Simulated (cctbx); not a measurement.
# Diagnosing a refinement

Cell a = 6.1650 Å, b = 18.9060 Å, c = 10.5580 Å, α = 90.00°, β = 90.00°, γ = 90.00°; space group Pbca (no. 61). The compound is Na4TlFeO4.

The data are simulated with cctbx, not measured: Mo Kα, λ = 0.71073 Å, to d = 0.75 Å, 95 % of the full sphere, strongest reflection 40000 counts, noise from counting, a 6 % proportional error and a noise floor of 8 counts (s.d.); no absorption.

An anisotropic refinement with weights 1/σ² prints:

```text
Rint 0.048, 1521 unique reflections to 0.75 A
cycle     R1     wR2    GooF  max shift (A)
   1  0.0787  0.2490   7.601   0.03628
   8  0.0197  0.0587   1.791   0.00034
final R1 0.0197 wR2 0.0587 GooF 1.791  parameters 90  data/parameter 16.9
atom        x        y        z      Ueq    occ   su(xyz)  su(Uiso or U11)
Tl1    0.60112  0.32760  0.82612   0.0156  1.000  0.00002  0.0001
Fe1    0.67371  0.62601  0.96102   0.0257  1.000  0.00012  0.0004
Na1    0.61312  0.25039  0.58267   0.0286  1.000  0.00034  0.0012
Na2    0.58500  0.00140  0.66182   0.0449  1.000  0.00049  0.0019
Na3    0.58025  0.63802  0.69914   0.0473  1.000  0.00044  0.0015
Na4    0.58098  0.93237  0.92558   0.0677  1.000  0.00058  0.0025
O1     0.63784  0.12032  0.55197   0.0252  1.000  0.00055  0.0015
O2     0.75754  0.87426  0.63312   0.0593  1.000  0.00089  0.0030
S1     0.69877  0.04018  0.86435   0.1565  1.000  0.00109  0.0046
O3     0.75648  0.71066  0.87457   0.0408  1.000  0.00070  0.0023
difference map: max 1.42 min -2.42 rms 0.24
Q1    0.2071  0.0419  0.6291    8    1.69  0.09 A from S1
Q2    0.2180  0.7102  0.6552    8    0.58  0.39 A from O3
Q3    0.2302  0.6099  0.4251    8    0.57  0.70 A from O2
Q4    0.0936  0.5318  0.3442    8    0.57  0.63 A from Na2
Q5    0.1141  0.1716  0.3046    8    0.56  1.34 A from O2
Q6    0.0291  0.0100  0.1761    8    0.55  0.75 A from Na2
```

**Question.** Can this result stand? If not, what is the likely fault?

Mend it. The fault: wrong element: S1 is O. Against the right model at the same level, R1 goes from 0.0120 to 0.0197 and GooF from 0.93 to 1.79, U of S1 swells from 0.0558 to 0.1565 Å², the top difference peak, 1.7 e/Å³, lies on S1 and a hole of -2.4 e/Å³ opens. S1 has 8 electrons too many and its U swells to shed them, as expected.

The compound is Na4TlFeO4. The right model at the same level gives:

```text
Rint 0.048, 1521 unique reflections to 0.75 A
cycle     R1     wR2    GooF  max shift (A)
   1  0.0554  0.1888   5.762   0.02625
   5  0.0120  0.0304   0.929   0.00048
final R1 0.0120 wR2 0.0304 GooF 0.929  parameters 90  data/parameter 16.9
atom        x        y        z      Ueq    occ   su(xyz)  su(Uiso or U11)
Tl1    0.60109  0.32761  0.82610   0.0157  1.000  0.00001  0.0001
Fe1    0.67371  0.62601  0.96110   0.0257  1.000  0.00006  0.0002
Na1    0.61289  0.25037  0.58272   0.0288  1.000  0.00018  0.0006
Na2    0.58487  0.00095  0.66158   0.0459  1.000  0.00025  0.0010
Na3    0.58024  0.63800  0.69928   0.0475  1.000  0.00023  0.0008
Na4    0.57985  0.93211  0.92534   0.0677  1.000  0.00030  0.0013
O1     0.63771  0.12045  0.55193   0.0250  1.000  0.00028  0.0007
O2     0.75703  0.87460  0.63239   0.0605  1.000  0.00046  0.0016
O3     0.70273  0.04107  0.86680   0.0558  1.000  0.00045  0.0015
O4     0.75593  0.71065  0.87422   0.0406  1.000  0.00036  0.0012
difference map: max 0.48 min -0.56 rms 0.14
Q1    0.1038  0.6296  0.1746    8    0.50  1.58 A from Na4
Q2    0.1122  0.1724  0.3079    8    0.50  1.36 A from O2
Q3    0.1316  0.1146  0.6092    8    0.50  1.43 A from Fe1
Q4    0.2148  0.7014  0.6838    8    0.47  0.69 A from O4
Q5    0.9981  0.1192  0.3219    8    0.47  1.54 A from Na4
Q6    0.1222  0.1158  0.6764    8    0.47  1.34 A from Na3
```

The model is made up (kin elements in a known structure type, no relaxation), so it says nothing on whether the phase exists.

[Middle refinement cycles are left out of these outputs.]

[Logs are printed without paths, hosts, clocks, repeated set-up lines and the standing remarks that a program may print on its own settings, such as how far it seeks lower states.]
